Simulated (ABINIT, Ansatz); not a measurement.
# CaSiS3 (Pm-3m): zone-centre phonons, part 3 of 4

Aim: the zone-centre modes of CaSiS3 (Pm-3m).

ABINIT 10.8.3; DFT PBEsol, scalar-relativistic, plane waves, PseudoDojo norm-conserving pseudopotentials.

So far. Step 4 (Linear response at Γ): The acoustic modes at Γ come out as far as 5.8 cm⁻¹ from zero, where they should vanish, a small numerical error. The lowest optical mode is imaginary, 130i cm⁻¹, an instability at this level and on this k mesh. The relaxed cell has a = 4.563 Å (conventional setting).

The structure was built from a prototype and need not be the compound's stable phase.

## (5) Zone-centre analysis

anaddb reads the merged derivatives and imposes the acoustic sum rule.

anaddb.abi

```
ddb_filepath "gamma_DDB"
output_file "anaddb.abo"
outdata_prefix "anaddb"
asr 1
chneut 1
enunit 2
eivec 1
nph1l 1
qph1l 0.0 0.0 0.0 1.0
```

mrgddb.in

```
gamma_DDB
merged
2
dfpt_gammao_DDB
gso_DDB
```

Started as:

```
$ mrgddb < mrgddb.in > mrgddb.log
$ OMP_NUM_THREADS=1 anaddb anaddb.abi > anaddb.log
```

anaddb.abo, the main output file:

```text
-outvars_anaddb: echo values of input variables ----------------------

 Miscellaneous information :
      enunit         2
       eivec         1
         asr         1
 First list of wavevector (reduced coord.) :
       nph1l         1
       qph1l
                     0.00000000E+00  0.00000000E+00  0.00000000E+00    1.000E+00

================================================================================

 read the DDB information and perform some checks

  ==== Info on the Cryst% object ====
 Real(R)+Recip(G) space primitive vectors, cartesian coordinates (Bohr,Bohr^-1):
 R(1)=  8.6236620  0.0000000  0.0000000  G(1)=  0.1159600  0.0000000  0.0000000
 R(2)=  0.0000000  8.6236620  0.0000000  G(2)=  0.0000000  0.1159600  0.0000000
 R(3)=  0.0000000  0.0000000  8.6236620  G(3)=  0.0000000  0.0000000  0.1159600
 Unit cell volume ucvol=  6.4132058E+02 bohr^3
 Angles (23,13,12)=  9.00000000E+01  9.00000000E+01  9.00000000E+01 degrees
 Time-reversal symmetry is present
 Reduced atomic positions [iatom, xred, symbol]:
    1)    0.0000000  0.0000000  0.0000000  Ca
    2)    0.5000000  0.5000000  0.5000000  Si
    3)    0.5000000  0.5000000  0.0000000   S
    4)    0.5000000  0.0000000  0.5000000   S
    5)    0.0000000  0.5000000  0.5000000   S

 DDB file with 3 blocks has been read.

================================================================================

 Treat the first list of vectors

  Phonon wavevector (reduced coordinates) :  0.00000  0.00000  0.00000
 Phonon energies in Hartree :
  -5.915782E-04 -5.915782E-04 -5.915782E-04 -3.739556E-04 -3.739556E-04
  -3.739556E-04  2.465639E-08  2.474892E-08  2.502445E-08  1.759195E-04
   1.759195E-04  1.759195E-04  1.490699E-03  1.490699E-03  1.490699E-03
 Phonon energies in meV     :
- -1.609766E+01 -1.609766E+01 -1.609766E+01 -1.017585E+01 -1.017585E+01
- -1.017585E+01  6.709345E-04  6.734524E-04  6.809501E-04  4.787012E+00
-  4.787012E+00  4.787012E+00  4.056399E+01  4.056399E+01  4.056399E+01
 Phonon frequencies in cm-1    :
- -1.298364E+02 -1.298364E+02 -1.298364E+02 -8.207376E+01 -8.207376E+01
- -8.207376E+01  5.411451E-03  5.431760E-03  5.492233E-03  3.860986E+01
-  3.860986E+01  3.860986E+01  3.271707E+02  3.271707E+02  3.271707E+02
 Phonon frequencies in Thz     :
- -3.892398E+00 -3.892398E+00 -3.892398E+00 -2.460510E+00 -2.460510E+00
- -2.460510E+00  1.622312E-04  1.628401E-04  1.646530E-04  1.157494E+00
-  1.157494E+00  1.157494E+00  9.808329E+00  9.808329E+00  9.808329E+00
 Phonon energies in Kelvin  :
- -1.868056E+02 -1.868056E+02 -1.868056E+02 -1.180858E+02 -1.180858E+02
- -1.180858E+02  7.785871E-03  7.815090E-03  7.902098E-03  5.555097E+01
-  5.555097E+01  5.555097E+01  4.707256E+02  4.707256E+02  4.707256E+02

 Eigendisplacements
 (will be given, for each mode : in cartesian coordinates
   for each atom the real part of the displacement vector,
   then the imaginary part of the displacement vector - absolute values smaller than 1.0d-7 are set to zero)
  Mode number    1   Energy   -5.915782E-04
 Attention : low frequency mode.
   (Could be unstable or acoustic mode)
-  1  0.00000000E+00  0.00000000E+00 -1.25345810E-03
-     0.00000000E+00  0.00000000E+00  0.00000000E+00
-  2  0.00000000E+00  0.00000000E+00 -2.69427517E-03
-     0.00000000E+00  0.00000000E+00  0.00000000E+00
-  3  0.00000000E+00  0.00000000E+00 -2.50072413E-04
-     0.00000000E+00  0.00000000E+00  0.00000000E+00
-  4  0.00000000E+00  0.00000000E+00  2.08848798E-03
-     0.00000000E+00  0.00000000E+00  0.00000000E+00
-  5  0.00000000E+00  0.00000000E+00  2.08848798E-03
-     0.00000000E+00  0.00000000E+00  0.00000000E+00
  Mode number    2   Energy   -5.915782E-04
 Attention : low frequency mode.
   (Could be unstable or acoustic mode)
-  1  0.00000000E+00  1.25345810E-03  0.00000000E+00
-     0.00000000E+00  0.00000000E+00  0.00000000E+00
-  2  0.00000000E+00  2.69427517E-03  0.00000000E+00
-     0.00000000E+00  0.00000000E+00  0.00000000E+00
-  3  0.00000000E+00 -2.08848798E-03  0.00000000E+00
-     0.00000000E+00  0.00000000E+00  0.00000000E+00
-  4  0.00000000E+00  2.50072413E-04  0.00000000E+00
-     0.00000000E+00  0.00000000E+00  0.00000000E+00
-  5  0.00000000E+00 -2.08848798E-03  0.00000000E+00
-     0.00000000E+00  0.00000000E+00  0.00000000E+00
  Mode number    3   Energy   -5.915782E-04
 Attention : low frequency mode.
   (Could be unstable or acoustic mode)
-  1  1.25345810E-03  0.00000000E+00  0.00000000E+00
-     0.00000000E+00  0.00000000E+00  0.00000000E+00
-  2  2.69427517E-03  0.00000000E+00  0.00000000E+00
-     0.00000000E+00  0.00000000E+00  0.00000000E+00
-  3 -2.08848798E-03  0.00000000E+00  0.00000000E+00
-     0.00000000E+00  0.00000000E+00  0.00000000E+00
-  4 -2.08848798E-03  0.00000000E+00  0.00000000E+00
-     0.00000000E+00  0.00000000E+00  0.00000000E+00
-  5  2.50072413E-04  0.00000000E+00  0.00000000E+00
-     0.00000000E+00  0.00000000E+00  0.00000000E+00
  Mode number    4   Energy   -3.739556E-04
 Attention : low frequency mode.
   (Could be unstable or acoustic mode)
-  1  0.00000000E+00  0.00000000E+00  0.00000000E+00
-     0.00000000E+00  0.00000000E+00  0.00000000E+00
-  2  0.00000000E+00  0.00000000E+00  0.00000000E+00
-     0.00000000E+00  0.00000000E+00  0.00000000E+00
-  3  0.00000000E+00  0.00000000E+00  0.00000000E+00
-     0.00000000E+00  0.00000000E+00  0.00000000E+00
-  4  0.00000000E+00  0.00000000E+00  2.92470830E-03
-     0.00000000E+00  0.00000000E+00  0.00000000E+00
-  5  0.00000000E+00  0.00000000E+00 -2.92470830E-03
-     0.00000000E+00  0.00000000E+00  0.00000000E+00
  Mode number    5   Energy   -3.739556E-04
 Attention : low frequency mode.
   (Could be unstable or acoustic mode)
-  1  0.00000000E+00  0.00000000E+00  0.00000000E+00
-     0.00000000E+00  0.00000000E+00  0.00000000E+00
-  2  0.00000000E+00  0.00000000E+00  0.00000000E+00
-     0.00000000E+00  0.00000000E+00  0.00000000E+00
-  3  0.00000000E+00  2.92470830E-03  0.00000000E+00
-     0.00000000E+00  0.00000000E+00  0.00000000E+00
-  4  0.00000000E+00  0.00000000E+00  0.00000000E+00
-     0.00000000E+00  0.00000000E+00  0.00000000E+00
-  5  0.00000000E+00 -2.92470830E-03  0.00000000E+00
-     0.00000000E+00  0.00000000E+00  0.00000000E+00
  Mode number    6   Energy   -3.739556E-04
 Attention : low frequency mode.
   (Could be unstable or acoustic mode)
-  1  0.00000000E+00  0.00000000E+00  0.00000000E+00
-     0.00000000E+00  0.00000000E+00  0.00000000E+00
-  2  0.00000000E+00  0.00000000E+00  0.00000000E+00
-     0.00000000E+00  0.00000000E+00  0.00000000E+00
-  3  2.92470830E-03  0.00000000E+00  0.00000000E+00
-     0.00000000E+00  0.00000000E+00  0.00000000E+00
-  4 -2.92470830E-03  0.00000000E+00  0.00000000E+00
-     0.00000000E+00  0.00000000E+00  0.00000000E+00
-  5  0.00000000E+00  0.00000000E+00  0.00000000E+00
-     0.00000000E+00  0.00000000E+00  0.00000000E+00
  Mode number    7   Energy    2.465639E-08
 Attention : low frequency mode.
   (Could be unstable or acoustic mode)
-  1  0.00000000E+00  0.00000000E+00 -1.82680336E-03
-     0.00000000E+00  0.00000000E+00  0.00000000E+00
-  2  0.00000000E+00  0.00000000E+00 -1.82719311E-03
-     0.00000000E+00  0.00000000E+00  0.00000000E+00
-  3  0.00000000E+00  0.00000000E+00 -1.82698561E-03
-     0.00000000E+00  0.00000000E+00  0.00000000E+00
-  4  0.00000000E+00  0.00000000E+00 -1.82684447E-03
-     0.00000000E+00  0.00000000E+00  0.00000000E+00
-  5  0.00000000E+00  0.00000000E+00 -1.82684447E-03
-     0.00000000E+00  0.00000000E+00  0.00000000E+00
  Mode number    8   Energy    2.474892E-08
 Attention : low frequency mode.
   (Could be unstable or acoustic mode)
-  1  0.00000000E+00 -1.82680336E-03  0.00000000E+00
-     0.00000000E+00  0.00000000E+00  0.00000000E+00
-  2  0.00000000E+00 -1.82719311E-03  0.00000000E+00
-     0.00000000E+00  0.00000000E+00  0.00000000E+00
-  3  0.00000000E+00 -1.82684447E-03  0.00000000E+00
-     0.00000000E+00  0.00000000E+00  0.00000000E+00
-  4  0.00000000E+00 -1.82698561E-03  0.00000000E+00
-     0.00000000E+00  0.00000000E+00  0.00000000E+00
-  5  0.00000000E+00 -1.82684447E-03  0.00000000E+00
-     0.00000000E+00  0.00000000E+00  0.00000000E+00
  Mode number    9   Energy    2.502445E-08
 Attention : low frequency mode.
   (Could be unstable or acoustic mode)
-  1  1.82680336E-03  0.00000000E+00  0.00000000E+00
-     0.00000000E+00  0.00000000E+00  0.00000000E+00
-  2  1.82719311E-03  0.00000000E+00  0.00000000E+00
-     0.00000000E+00  0.00000000E+00  0.00000000E+00
-  3  1.82684447E-03  0.00000000E+00  0.00000000E+00
-     0.00000000E+00  0.00000000E+00  0.00000000E+00
-  4  1.82684447E-03  0.00000000E+00  0.00000000E+00
-     0.00000000E+00  0.00000000E+00  0.00000000E+00
-  5  1.82698561E-03  0.00000000E+00  0.00000000E+00
-     0.00000000E+00  0.00000000E+00  0.00000000E+00
  Mode number   10   Energy    1.759195E-04
-  1  0.00000000E+00  0.00000000E+00  2.96204782E-03
-     0.00000000E+00  0.00000000E+00  0.00000000E+00
-  2  0.00000000E+00  0.00000000E+00 -2.31527730E-03
-     0.00000000E+00  0.00000000E+00  0.00000000E+00
-  3  0.00000000E+00  0.00000000E+00 -1.14274203E-03
-     0.00000000E+00  0.00000000E+00  0.00000000E+00
-  4  0.00000000E+00  0.00000000E+00 -2.65486091E-04
-     0.00000000E+00  0.00000000E+00  0.00000000E+00
-  5  0.00000000E+00  0.00000000E+00 -2.65486091E-04
-     0.00000000E+00  0.00000000E+00  0.00000000E+00
  Mode number   11   Energy    1.759195E-04
-  1  0.00000000E+00 -2.96204782E-03  0.00000000E+00
-     0.00000000E+00  0.00000000E+00  0.00000000E+00
-  2  0.00000000E+00  2.31527730E-03  0.00000000E+00
-     0.00000000E+00  0.00000000E+00  0.00000000E+00
-  3  0.00000000E+00  2.65486091E-04  0.00000000E+00
-     0.00000000E+00  0.00000000E+00  0.00000000E+00
-  4  0.00000000E+00  1.14274203E-03  0.00000000E+00
-     0.00000000E+00  0.00000000E+00  0.00000000E+00
-  5  0.00000000E+00  2.65486091E-04  0.00000000E+00
-     0.00000000E+00  0.00000000E+00  0.00000000E+00
  Mode number   12   Energy    1.759195E-04
-  1  2.96204782E-03  0.00000000E+00  0.00000000E+00
-     0.00000000E+00  0.00000000E+00  0.00000000E+00
-  2 -2.31527730E-03  0.00000000E+00  0.00000000E+00
-     0.00000000E+00  0.00000000E+00  0.00000000E+00
-  3 -2.65486091E-04  0.00000000E+00  0.00000000E+00
-     0.00000000E+00  0.00000000E+00  0.00000000E+00
-  4 -2.65486091E-04  0.00000000E+00  0.00000000E+00
-     0.00000000E+00  0.00000000E+00  0.00000000E+00
-  5 -1.14274203E-03  0.00000000E+00  0.00000000E+00
-     0.00000000E+00  0.00000000E+00  0.00000000E+00
  Mode number   13   Energy    1.490699E-03
-  1  0.00000000E+00  0.00000000E+00  7.55745426E-05
-     0.00000000E+00  0.00000000E+00  0.00000000E+00
-  2  0.00000000E+00  0.00000000E+00  1.89056431E-03
-     0.00000000E+00  0.00000000E+00  0.00000000E+00
-  3  0.00000000E+00  0.00000000E+00 -3.52158562E-03
-     0.00000000E+00  0.00000000E+00  0.00000000E+00
-  4  0.00000000E+00  0.00000000E+00  8.85603183E-04
-     0.00000000E+00  0.00000000E+00  0.00000000E+00
-  5  0.00000000E+00  0.00000000E+00  8.85603183E-04
-     0.00000000E+00  0.00000000E+00  0.00000000E+00
  Mode number   14   Energy    1.490699E-03
-  1  0.00000000E+00  7.55745426E-05  0.00000000E+00
-     0.00000000E+00  0.00000000E+00  0.00000000E+00
-  2  0.00000000E+00  1.89056431E-03  0.00000000E+00
-     0.00000000E+00  0.00000000E+00  0.00000000E+00
-  3  0.00000000E+00  8.85603183E-04  0.00000000E+00
-     0.00000000E+00  0.00000000E+00  0.00000000E+00
-  4  0.00000000E+00 -3.52158562E-03  0.00000000E+00
-     0.00000000E+00  0.00000000E+00  0.00000000E+00
-  5  0.00000000E+00  8.85603183E-04  0.00000000E+00
-     0.00000000E+00  0.00000000E+00  0.00000000E+00
  Mode number   15   Energy    1.490699E-03
-  1  7.55745426E-05  0.00000000E+00  0.00000000E+00
-     0.00000000E+00  0.00000000E+00  0.00000000E+00
-  2  1.89056431E-03  0.00000000E+00  0.00000000E+00
-     0.00000000E+00  0.00000000E+00  0.00000000E+00
-  3  8.85603183E-04  0.00000000E+00  0.00000000E+00
-     0.00000000E+00  0.00000000E+00  0.00000000E+00
-  4  8.85603183E-04  0.00000000E+00  0.00000000E+00
-     0.00000000E+00  0.00000000E+00  0.00000000E+00
-  5 -3.52158562E-03  0.00000000E+00  0.00000000E+00
-     0.00000000E+00  0.00000000E+00  0.00000000E+00

 Analysis of degeneracies and characters (maximum tolerance=1.00E-06 a.u.)
 For each vibration mode, or group of modes if degenerate,
 the characters are given for each symmetry operation (see the list in the log file).
 Symmetry characters of vibration mode #   1
       degenerate with vibration modes #   2 to    3
  3.0 -3.0 -1.0  1.0 -1.0  1.0 -1.0  1.0  1.0 -1.0 -1.0  1.0  1.0 -1.0 -1.0  1.0
 -0.0  0.0 -0.0  0.0  0.0 -0.0  0.0 -0.0  1.0 -1.0 -1.0  1.0 -1.0  1.0  1.0 -1.0
 -0.0  0.0  0.0 -0.0  0.0 -0.0 -0.0  0.0  1.0 -1.0  1.0 -1.0 -1.0  1.0 -1.0  1.0
 Symmetry characters of vibration mode #   4
       degenerate with vibration modes #   5 to    6
  3.0 -3.0 -1.0  1.0 -1.0  1.0 -1.0  1.0 -1.0  1.0  1.0 -1.0 -1.0  1.0  1.0 -1.0
 -0.0  0.0 -0.0  0.0  0.0 -0.0  0.0 -0.0 -1.0  1.0  1.0 -1.0  1.0 -1.0 -1.0  1.0
 -0.0  0.0  0.0 -0.0  0.0 -0.0 -0.0  0.0 -1.0  1.0 -1.0  1.0  1.0 -1.0  1.0 -1.0
 Symmetry characters of vibration mode #   7
       degenerate with vibration modes #   8 to    9
  3.0 -3.0 -1.0  1.0 -1.0  1.0 -1.0  1.0  1.0 -1.0 -1.0  1.0  1.0 -1.0 -1.0  1.0
  0.0 -0.0  0.0 -0.0 -0.0  0.0 -0.0  0.0  1.0 -1.0 -1.0  1.0 -1.0  1.0  1.0 -1.0
  0.0 -0.0 -0.0  0.0 -0.0  0.0  0.0 -0.0  1.0 -1.0  1.0 -1.0 -1.0  1.0 -1.0  1.0
 Symmetry characters of vibration mode #  10
       degenerate with vibration modes #  11 to   12
  3.0 -3.0 -1.0  1.0 -1.0  1.0 -1.0  1.0  1.0 -1.0 -1.0  1.0  1.0 -1.0 -1.0  1.0
 -0.0  0.0 -0.0  0.0  0.0 -0.0  0.0 -0.0  1.0 -1.0 -1.0  1.0 -1.0  1.0  1.0 -1.0
 -0.0  0.0  0.0 -0.0  0.0 -0.0 -0.0  0.0  1.0 -1.0  1.0 -1.0 -1.0  1.0 -1.0  1.0
 Symmetry characters of vibration mode #  13
       degenerate with vibration modes #  14 to   15
  3.0 -3.0 -1.0  1.0 -1.0  1.0 -1.0  1.0  1.0 -1.0 -1.0  1.0  1.0 -1.0 -1.0  1.0
 -0.0  0.0 -0.0  0.0  0.0 -0.0  0.0 -0.0  1.0 -1.0 -1.0  1.0 -1.0  1.0  1.0 -1.0
 -0.0  0.0  0.0 -0.0  0.0 -0.0 -0.0  0.0  1.0 -1.0  1.0 -1.0 -1.0  1.0 -1.0  1.0
-
```

The job ended after 0.65 s (1 thread of Intel Xeon 6975P-C (Granite Rapids), shared host).

Numbers from this step:

```
highest optical zone-centre mode (no LO-TO term) : 327.2 cm⁻¹
lowest optical zone-centre mode                  : -129.8 cm⁻¹
```

No LO-TO term; unit eigenvectors of the mass-weighted matrix, from anaddb's displacements. The modes at Γ (shares of kinetic energy by element, %) (negative means imaginary):

| mode | frequency (cm⁻¹) | symmetry | Ca % | Si % | S % |
| --- | --- | --- | --- | --- | --- |
| 1 | -129.8 | T1u | 11 | 37 | 51 |
| 2 | -129.8 | T1u | 11 | 37 | 51 |
| 3 | -129.8 | T1u | 11 | 37 | 51 |
| 4 | -82.1 | T2u | 0 | 0 | 100 |
| 5 | -82.1 | T2u | 0 | 0 | 100 |
| 6 | -82.1 | T2u | 0 | 0 | 100 |
| 7 | 0.0 | acoustic | 24 | 17 | 59 |
| 8 | 0.0 | acoustic | 24 | 17 | 59 |
| 9 | 0.0 | acoustic | 24 | 17 | 59 |
| 10 | 38.6 | T1u | 64 | 27 | 8 |
| 11 | 38.6 | T1u | 64 | 27 | 8 |
| 12 | 38.6 | T1u | 64 | 27 | 8 |
| 13 | 327.2 | T1u | 0 | 18 | 82 |
| 14 | 327.2 | T1u | 0 | 18 | 82 |
| 15 | 327.2 | T1u | 0 | 18 | 82 |

Displacements in mode 2 (-129.8 cm⁻¹), the largest set to 1:
```
Ca1  0.00  0.47  0.00
Si2  0.00  1.00  0.00
S3   0.00 -0.78  0.00
S4   0.00  0.09  0.00
S5   0.00 -0.78  0.00
```

Displacements in mode 5 (-82.1 cm⁻¹), the largest set to 1:
```
Ca1  0.00  0.00  0.00
Si2  0.00  0.00  0.00
S3   0.00  1.00  0.00
S4   0.00  0.00  0.00
S5   0.00 -1.00  0.00
```

The rule also moves an optical mode by 1.8 cm⁻¹.

(Continued in part 4 of 4.)

[Host names and launcher messages were left out of these logs when they were recorded.]

[Logs are printed without paths, hosts, clocks, repeated set-up lines and the standing remarks that a program may print on its own settings, such as how far it seeks lower states.]

[Hosts, paths, dates, database ids (printed as entryN), source tags and the programs' standing remarks are cut or masked in the printed files.]
